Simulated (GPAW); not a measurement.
## A 8-layer slab of Pb(100) in an electric field

How does a 8-layer slab of Pb(100) screen a perpendicular field?

Main program and level: GPAW 26.7.0; GPAW, PAW setups; slab in vacuum, relaxation, in the first sound run; inputs show where later runs differ.

Report form: the programs' logs are mostly left out.

**1. Set-up**

The cell holds 8 atoms: 8 Pb. Cell: a = 3.500 Å, b = 3.500 Å, c = 33.325 Å, α = 90.0°, β = 90.0°, γ = 90.0°. Vacuum lies along c.

**2. Relaxing the atoms**

The atoms are relaxed first, since the surface dipole, and with it the work function, follows the positions of the outer layers. The lowest 4 atoms are held at bulk positions and keep their forces.

The input, run.py:

```python
import json
import numpy as np
from ase import Atoms
from ase.constraints import FixAtoms
from ase.optimize import BFGS
from gpaw import GPAW, PW

slab = Atoms(
    ['Pb', 'Pb', 'Pb', 'Pb', 'Pb', 'Pb', 'Pb', 'Pb'],
    positions=[
        [1.75009, 1.75009, 8.00000],
        [0.00000, 0.00000, 10.47500],
        [1.75009, 1.75009, 12.95000],
        [0.00000, 0.00000, 15.42500],
        [1.75009, 1.75009, 17.90000],
        [0.00000, 0.00000, 20.37500],
        [1.75009, 1.75009, 22.85000],
        [0.00000, 0.00000, 25.32500]],
    cell=[[3.50018, 0.0, 0.0], [0.0, 3.50018, 0.0], [0.0, 0.0, 33.325]],
    pbc=[True, True, False])

slab.calc = GPAW(mode=PW(400), xc='PBE', kpts={'size': (9, 9, 1), 'gamma': True},
                 occupations={'name': 'fermi-dirac', 'width': 0.1}, nbands='200%',
                 convergence={'density': 1e-05}, maxiter=200,
                 poissonsolver={'dipolelayer': 'xy'},
                 symmetry={'tolerance': 1e-3, 'extra_ids': [1, 1, 1, 1, 0, 0, 0, 0]}, txt='slab.txt')
result = {}
slab.set_constraint(FixAtoms([0, 1, 2, 3]))
path = []
opt = BFGS(slab, maxstep=0.2)
opt.attach(lambda: path.append((slab.get_potential_energy(), slab.positions.tolist(), slab.get_forces().tolist())))
result['relaxed'] = bool(opt.run(fmax=0.03, steps=40))
result['path'] = path
energy = slab.get_potential_energy()
fermi = slab.calc.get_fermi_level()
v = slab.calc.get_electrostatic_potential().mean((0, 1)) - fermi
n = slab.calc.get_pseudo_density().mean((0, 1))
L = slab.cell[2, 2]
z = np.arange(len(v)) * L / len(v)
low, high = slab.positions[:, 2].min(), slab.positions[:, 2].max()
below, above = np.interp([low - 5.8, high + 5.8], z, v)
slopes = [np.interp(x, z, np.gradient(v, z)) for x in (low - 5.8, high + 5.8)]
eps = np.array([[slab.calc.get_eigenvalues(k, s) for k in range(len(slab.calc.get_ibz_k_points()))]
                for s in range(slab.calc.get_number_of_spins())]) - fermi
top, bottom = eps[eps < 0].max(), eps[eps > 0].min()
dipole = slab.get_dipole_moment()[2]
print(f'energy {energy:.4f} eV, Fermi level {fermi:.4f} eV, dipole {dipole:.5f} e A')
print(f'potential 5.8 A off the faces, from the Fermi level: lower {below:.4f} eV, upper {above:.4f} eV')
print(f'slope of the potential there: lower {slopes[0]:.5f}, upper {slopes[1]:.5f} eV/A')
print(f'nearest levels on the mesh: {top:.4f} and {bottom:.4f} eV')
print('magnetic moment', round(slab.get_magnetic_moment(), 3))
result.update(energy=energy, fermi=fermi, dipole=dipole, below=below, above=above, slopes=slopes, edges=[top, bottom],
              z=z.tolist(), v=v.tolist(), n=n.tolist(), positions=slab.positions.tolist(),
              forces=slab.get_forces(apply_constraint=False).tolist(), moments=slab.get_magnetic_moments().tolist())
json.dump(result, open('result.json', 'w'))
```

Launch:

```sh
$ OMP_NUM_THREADS=1 OPENBLAS_NUM_THREADS=1 python run.py
```

Run time: 87 min. Hardware: 1 thread of Arm Neoverse V2, shared host; peak memory 0.47 GiB.

Step by step:

| step | energy less that of the first step (eV) | largest force (eV/Å) |
| --- | --- | --- |
| 1 | 0.0000 | 0.4064 |
| 2 | -0.0034 | 0.3888 |
| 3 | -0.0330 | 0.1181 |
| 4 | -0.0331 | 0.0604 |
| 5 | -0.0332 | 0.0573 |
| 6 | -0.0253 | 0.3184 |
| 7 | -0.0366 | 0.1114 |
| 8 | -0.0368 | 0.1062 |
| 9 | -0.0392 | 0.0443 |
| 10 | -0.0399 | 0.0595 |
| 11 | -0.0407 | 0.0489 |
| 12 | -0.0410 | 0.0543 |
| 13 | -0.0413 | 0.0617 |
| 14 | -0.0415 | 0.0606 |
| 15 | -0.0432 | 0.0479 |
| 16 | -0.0434 | 0.0222 |

The atoms that moved most (Å):

| atom | dx | dy | dz | length |
| --- | --- | --- | --- | --- |
| Pb7 | 0.000 | 0.000 | 0.287 | 0.287 |
| Pb8 | 0.000 | 0.000 | 0.163 | 0.163 |
| Pb5 | 0.000 | 0.000 | 0.061 | 0.061 |
| Pb6 | 0.000 | 0.000 | 0.058 | 0.058 |

Final coordinates:

```
Pb
1.0
     3.50018    0.00000    0.00000
     0.00000    3.50018    0.00000
     0.00000    0.00000   33.32500
Pb
8
Direct
  0.50000 0.50000 0.24006
  0.00000 0.00000 0.31433
  0.50000 0.50000 0.38860
  0.00000 0.00000 0.46287
  0.50000 0.50000 0.53896
  0.00000 0.00000 0.61314
  0.50000 0.50000 0.69429
  0.00000 0.00000 0.76483
```

This step gave:

```
dipole along the normal                    : -0.004601 e·Å
levels nearest the Fermi level on the mesh : -0.01427, 0.01447 eV from the Fermi level
upper work function                        : 3.770 eV
lower work function                        : 3.698 eV
```

The electrostatic potential energy of an electron (without an applied field's), less the Fermi level, planar mean oscillates, so the rows of the table below give means over windows of 2.5 Å about each position, cut where the curve ends. Its maxima inside the range that stand out by 2 % of the span (Å: eV): 9.3: -0.0592, 11.7: -0.179, 14.3: -0.192, 16.7: 0.208, 19.2: -0.136, 21.8: 0.892, 24.3: -0.752. Its minima: 8.0: -18.5, 10.5: -18.5, 12.9: -18.6, 15.4: -18.6, 17.9: -18.4, 20.4: -18.6, 23.1: -18.5, 25.5: -18.5.

The electrostatic potential energy of an electron (without an applied field's), less the Fermi level, planar mean by z; means over each step:

| z (Å) | electrostatic potential energy of an electron (without an applied field's), less the Fermi level, planar mean (eV) |
| --- | --- |
| 1.25 | 3.70 |
| 3.75 | 3.69 |
| 6.25 | 1.57 |
| 8.75 | -7.57 |
| 11.25 | -7.76 |
| 13.75 | -7.67 |
| 16.25 | -7.34 |
| 18.75 | -7.70 |
| 21.25 | -6.63 |
| 23.75 | -8.12 |
| 26.25 | -5.55 |
| 28.75 | 3.71 |
| 31.25 | 3.77 |

The pseudo valence density, planar mean oscillates, so the rows of the table below give means over windows of 2.5 Å about each position, cut where the curve ends. Its maxima inside the range that stand out by 2 % of the span (Å: e/Å³): 7.9: 1.01, 10.4: 1.03, 12.9: 1.04, 15.4: 1.04, 17.9: 1.03, 20.4: 1.04, 23.1: 1.04, 25.4: 1.02. Its minima: 9.2: 0.147, 11.7: 0.144, 14.2: 0.144, 16.7: 0.134, 19.2: 0.145, 21.9: 0.111, 24.4: 0.170.

Pseudo valence density, planar mean against z; means over each step:

| z (Å) | pseudo valence density, planar mean (e/Å³) |
| --- | --- |
| 1.25 | 0 |
| 3.75 | 1.7e-4 |
| 6.25 | 0.0739 |
| 8.75 | 0.461 |
| 11.25 | 0.462 |
| 13.75 | 0.462 |
| 16.25 | 0.450 |
| 18.75 | 0.463 |
| 21.25 | 0.423 |
| 23.75 | 0.480 |
| 26.25 | 0.381 |
| 28.75 | 0.00173 |
| 31.25 | 5.5e-6 |

The relaxation lowered the energy of the cell by 0.0434 eV (energies extrapolated to zero smearing; the optimiser's log prints free energies). The largest force left on a free atom is 0.022 eV/Å.

**3. Plane waves, PBE**

With the geometry fixed, the planar mean of the potential gives the vacuum level on each side.

This step: GPAW, PAW setups; slab in vacuum (GPAW 26.7.0).

Edit run.py of step 2 so:

```diff
@@ -3,4 +3,2 @@
 from ase import Atoms
-from ase.constraints import FixAtoms
-from ase.optimize import BFGS
 from gpaw import GPAW, PW
@@ -14,6 +12,6 @@
         [0.00000, 0.00000, 15.42500],
-        [1.75009, 1.75009, 17.90000],
-        [0.00000, 0.00000, 20.37500],
-        [1.75009, 1.75009, 22.85000],
-        [0.00000, 0.00000, 25.32500]],
+        [1.75009, 1.75009, 17.96089],
+        [-0.00000, 0.00000, 20.43306],
+        [1.75009, 1.75009, 23.13726],
+        [0.00000, -0.00000, 25.48795]],
     cell=[[3.50018, 0.0, 0.0], [0.0, 3.50018, 0.0], [0.0, 0.0, 33.325]],
@@ -25,10 +23,4 @@
                  poissonsolver={'dipolelayer': 'xy'},
-                 symmetry={'tolerance': 1e-3, 'extra_ids': [1, 1, 1, 1, 0, 0, 0, 0]}, txt='slab.txt')
+                 symmetry={'tolerance': 1e-3}, txt='slab.txt')
 result = {}
-slab.set_constraint(FixAtoms([0, 1, 2, 3]))
-path = []
-opt = BFGS(slab, maxstep=0.2)
-opt.attach(lambda: path.append((slab.get_potential_energy(), slab.positions.tolist(), slab.get_forces().tolist())))
-result['relaxed'] = bool(opt.run(fmax=0.03, steps=40))
-result['path'] = path
 energy = slab.get_potential_energy()
```

Wall time 9.4 min (1 thread); peak memory 0.46 GiB.

Numbers from this step:

| Quantity | Value |
| --- | --- |
| dipole along the normal | -0.004663 e·Å |
| levels nearest the Fermi level on the mesh | -0.01426, 0.01448 eV from the Fermi level |
| lower work function | 3.699 eV |

The electrostatic potential energy of an electron (without an applied field's), less the Fermi level, planar mean oscillates, so the rows of the table below give means over windows of 2.5 Å about each position, cut where the curve ends. Its maxima inside the range that stand out by 2 % of the span (Å: eV): 9.3: -0.0592, 11.7: -0.179, 14.3: -0.192, 16.7: 0.208, 19.2: -0.136, 21.8: 0.892, 24.3: -0.752. Its minima: 8.0: -18.5, 10.5: -18.5, 12.9: -18.6, 15.4: -18.6, 17.9: -18.4, 20.4: -18.6, 23.1: -18.5, 25.5: -18.5.

Electrostatic potential energy of an electron (without an applied field's), less the Fermi level, planar mean against z; means over each step:

(Unchanged from step 2.)

The pseudo valence density, planar mean oscillates, so the rows of the table below give means over windows of 2.5 Å about each position, cut where the curve ends. Its maxima inside the range that stand out by 2 % of the span (Å: e/Å³): 7.9: 1.01, 10.4: 1.03, 12.9: 1.04, 15.4: 1.04, 17.9: 1.03, 20.4: 1.04, 23.1: 1.04, 25.4: 1.02. Its minima: 9.2: 0.147, 11.7: 0.144, 14.2: 0.144, 16.7: 0.134, 19.2: 0.145, 21.9: 0.111, 24.4: 0.170.

The pseudo valence density, planar mean by z; means over each step:

(Unchanged from step 2.)

Force by atom:

| atom | x (eV/Å) | y (eV/Å) | z (eV/Å) | size |
| --- | --- | --- | --- | --- |
| Pb1 | 0.000 | 0.000 | 0.159 | 0.159 |
| Pb2 | 0.000 | 0.000 | -0.407 | 0.407 |
| Pb3 | 0.000 | 0.000 | 0.181 | 0.181 |
| Pb4 | 0.000 | 0.000 | 0.030 | 0.030 |
| Pb5 | 0.000 | 0.000 | 0.019 | 0.019 |
| Pb6 | 0.000 | 0.000 | 0.017 | 0.017 |
| Pb7 | 0.000 | 0.000 | -0.022 | 0.022 |
| Pb8 | 0.000 | 0.000 | 0.021 | 0.021 |

The potential is flat to 2.0e-4 eV/Å where it is read, so the vacuum is wide enough.

**4. In a field**

A uniform field along the normal polarises the slab; the atoms stay fixed, so this is the electronic response alone.

Edit run.py of step 3 so:

```diff
@@ -4,2 +4,3 @@
 from gpaw import GPAW, PW
+from gpaw.external import ConstantElectricField
 
@@ -23,2 +24,3 @@
                  poissonsolver={'dipolelayer': 'xy'},
+                 external=ConstantElectricField(-0.2, [0, 0, 1]),
                  symmetry={'tolerance': 1e-3}, txt='slab.txt')
```

Elapsed: 22 min, on 1 thread; peak memory 0.88 GiB.

Numbers from this step:

| Item | Value |
| --- | --- |
| dipole along the normal | -0.2882 e·Å |
| levels nearest the Fermi level on the mesh | -0.01418, 0.01454 eV from the Fermi level |
| potential below the slab, the applied field's own ramp left out | 1.626 eV from the Fermi level |
| potential above the slab, the applied field's own ramp left out | 5.884 eV from the Fermi level |

The electrostatic potential energy of an electron (without an applied field's), less the Fermi level, planar mean oscillates, so the rows of the table below give means over windows of 2.5 Å about each position, cut where the curve ends. Its maxima inside the range that stand out by 2 % of the span (Å: eV): 9.3: -1.54, 11.8: -1.17, 14.3: -0.672, 16.7: 0.208, 19.2: 0.365, 21.8: 1.91, 24.3: 0.770, 31.8: 5.89. Its minima: 8.0: -20.2, 10.5: -19.7, 12.9: -19.3, 15.4: -18.8, 17.9: -18.2, 20.4: -17.8, 23.1: -17.2, 25.5: -16.7.

The electrostatic potential energy of an electron (without an applied field's), less the Fermi level, planar mean by z; means over each step:

z (Å), electrostatic potential energy of an electron (without an applied field's), less the Fermi level, planar mean (eV) and a bar from the least value:
```
     1.25        1.8 ######################
     3.75        1.6 ######################
     6.25       -0.4 #################
     8.75       -9.2 
    11.25       -8.8 #
    13.75       -8.3 ##
    16.25       -7.4 ###
    18.75       -7.3 ####
    21.25       -5.7 #######
    23.75       -6.7 #####
    26.25       -3.7 ###########
    28.75        5.8 ##############################
    31.25        5.9 ##############################
```

Force by atom:

| atom | x (eV/Å) | y (eV/Å) | z (eV/Å) | size |
| --- | --- | --- | --- | --- |
| Pb1 | 0.000 | 0.000 | 0.154 | 0.154 |
| Pb2 | 0.000 | 0.000 | -0.401 | 0.401 |
| Pb3 | 0.000 | 0.000 | 0.177 | 0.177 |
| Pb4 | 0.000 | 0.000 | 0.033 | 0.033 |
| Pb5 | 0.000 | 0.000 | 0.021 | 0.021 |
| Pb6 | 0.000 | 0.000 | 0.014 | 0.014 |
| Pb7 | 0.000 | 0.000 | -0.014 | 0.014 |
| Pb8 | 0.000 | 0.000 | 0.018 | 0.018 |

The dipole is now -0.288 e Å, against -0.0047 in the run without a field.

**5. In a field**

Edit run.py of step 4 so:

```diff
@@ -24,3 +24,3 @@
                  poissonsolver={'dipolelayer': 'xy'},
-                 external=ConstantElectricField(-0.2, [0, 0, 1]),
+                 external=ConstantElectricField(-0.1, [0, 0, 1]),
                  symmetry={'tolerance': 1e-3}, txt='slab.txt')
```

Run time: 23 min. Hardware: 1 thread; peak memory 0.88 GiB.

This step gave:

- dipole along the normal: -0.1465 e·Å
- levels nearest the Fermi level on the mesh: -0.01424, 0.01448 eV from the Fermi level
- potential below the slab, the applied field's own ramp left out: 2.660 eV from the Fermi level
- potential above the slab, the applied field's own ramp left out: 4.825 eV from the Fermi level

The electrostatic potential energy of an electron (without an applied field's), less the Fermi level, planar mean oscillates, so the rows of the table below give means over windows of 2.5 Å about each position, cut where the curve ends. Its maxima inside the range that stand out by 2 % of the span (Å: eV): 9.3: -0.800, 11.7: -0.678, 14.3: -0.432, 16.7: 0.209, 19.2: 0.115, 21.8: 1.40, 24.3: 0.00936, 31.8: 4.83. Its minima: 8.0: -19.4, 10.5: -19.1, 12.9: -18.9, 15.4: -18.7, 17.9: -18.3, 20.4: -18.2, 23.1: -17.9, 25.5: -17.6.

Electrostatic potential energy of an electron (without an applied field's), less the Fermi level, planar mean against z; means over each step:

| z (Å) | electrostatic potential energy of an electron (without an applied field's), less the Fermi level, planar mean (eV) |
| --- | --- |
| 1.25 | 2.74 |
| 3.75 | 2.66 |
| 6.25 | 0.576 |
| 8.75 | -8.37 |
| 11.25 | -8.30 |
| 13.75 | -7.96 |
| 16.25 | -7.39 |
| 18.75 | -7.49 |
| 21.25 | -6.18 |
| 23.75 | -7.41 |
| 26.25 | -4.60 |
| 28.75 | 4.76 |
| 31.25 | 4.82 |

Force by atom:

| atom | x (eV/Å) | y (eV/Å) | z (eV/Å) | size |
| --- | --- | --- | --- | --- |
| Pb1 | 0.000 | 0.000 | 0.156 | 0.156 |
| Pb2 | 0.000 | 0.000 | -0.404 | 0.404 |
| Pb3 | 0.000 | 0.000 | 0.180 | 0.180 |
| Pb4 | 0.000 | 0.000 | 0.032 | 0.032 |
| Pb5 | 0.000 | 0.000 | 0.020 | 0.020 |
| Pb6 | 0.000 | 0.000 | 0.016 | 0.016 |
| Pb7 | 0.000 | 0.000 | -0.018 | 0.018 |
| Pb8 | 0.000 | 0.000 | 0.019 | 0.019 |

The dipole is now -0.147 e Å, against -0.0047 in the run without a field.

**6. In a field**

Edit run.py of step 5 so:

```diff
@@ -24,3 +24,3 @@
                  poissonsolver={'dipolelayer': 'xy'},
-                 external=ConstantElectricField(-0.1, [0, 0, 1]),
+                 external=ConstantElectricField(-0.05, [0, 0, 1]),
                  symmetry={'tolerance': 1e-3}, txt='slab.txt')
```

The job ended after 23 min (1 thread; peak memory 0.88 GiB).

The electrostatic potential energy of an electron (without an applied field's), less the Fermi level, planar mean oscillates, so the rows of the table below give means over windows of 2.5 Å about each position, cut where the curve ends. Its maxima inside the range that stand out by 2 % of the span (Å: eV): 9.3: -0.430, 11.7: -0.428, 14.3: -0.312, 16.7: 0.209, 19.2: -0.0103, 21.8: 1.15, 24.3: -0.371. Its minima: 8.0: -18.9, 10.5: -18.8, 12.9: -18.8, 15.4: -18.6, 17.9: -18.4, 20.4: -18.4, 23.1: -18.2, 25.5: -18.0.

Electrostatic potential energy of an electron (without an applied field's), less the Fermi level, planar mean against z; means over each step:

| z (Å) | electrostatic potential energy of an electron (without an applied field's), less the Fermi level, planar mean (eV) |
| --- | --- |
| 1.25 | 3.22 |
| 3.75 | 3.17 |
| 6.25 | 1.07 |
| 8.75 | -7.97 |
| 11.25 | -8.03 |
| 13.75 | -7.82 |
| 16.25 | -7.36 |
| 18.75 | -7.59 |
| 21.25 | -6.41 |
| 23.75 | -7.77 |
| 26.25 | -5.08 |
| 28.75 | 4.24 |
| 31.25 | 4.30 |

**7. In a field**

Edit run.py of step 6 so:

```diff
@@ -24,3 +24,3 @@
                  poissonsolver={'dipolelayer': 'xy'},
-                 external=ConstantElectricField(-0.05, [0, 0, 1]),
+                 external=ConstantElectricField(0.05, [0, 0, 1]),
                  symmetry={'tolerance': 1e-3}, txt='slab.txt')
```

The job ended after 22 min (1 thread; peak memory 0.88 GiB).

The electrostatic potential energy of an electron (without an applied field's), less the Fermi level, planar mean oscillates, so the rows of the table below give means over windows of 2.5 Å about each position, cut where the curve ends. Its maxima inside the range that stand out by 2 % of the span (Å: eV): 1.6: 4.22, 9.3: 0.311, 11.7: 0.0701, 14.3: -0.0718, 16.7: 0.209, 19.2: -0.261, 21.8: 0.638, 24.3: -1.13. Its minima: 8.0: -18.1, 10.5: -18.2, 12.9: -18.4, 15.4: -18.5, 17.9: -18.5, 20.4: -18.7, 23.1: -18.8, 25.5: -18.9.

Table of electrostatic potential energy of an electron (without an applied field's), less the Fermi level, planar mean by z; means over each step:

| z (Å) | electrostatic potential energy of an electron (without an applied field's), less the Fermi level, planar mean (eV) |
| --- | --- |
| 1.25 | 4.18 |
| 3.75 | 4.21 |
| 6.25 | 2.07 |
| 8.75 | -7.18 |
| 11.25 | -7.49 |
| 13.75 | -7.52 |
| 16.25 | -7.32 |
| 18.75 | -7.80 |
| 21.25 | -6.86 |
| 23.75 | -8.47 |
| 26.25 | -6.03 |
| 28.75 | 3.19 |
| 31.25 | 3.24 |

**8. Field on**

Edit run.py of step 7 so:

```diff
@@ -24,3 +24,3 @@
                  poissonsolver={'dipolelayer': 'xy'},
-                 external=ConstantElectricField(0.05, [0, 0, 1]),
+                 external=ConstantElectricField(0.1, [0, 0, 1]),
                  symmetry={'tolerance': 1e-3}, txt='slab.txt')
```

The job ended after 23 min (1 thread; peak memory 0.89 GiB).

(Part 1 of 2 ends here.)

[Logs are printed without paths, hosts, clocks, repeated set-up lines and the standing remarks that a program may print on its own settings, such as how far it seeks lower states.]

[Hosts, paths, dates, database ids (printed as entryN), source tags and the programs' standing remarks are cut or masked in the printed files.]
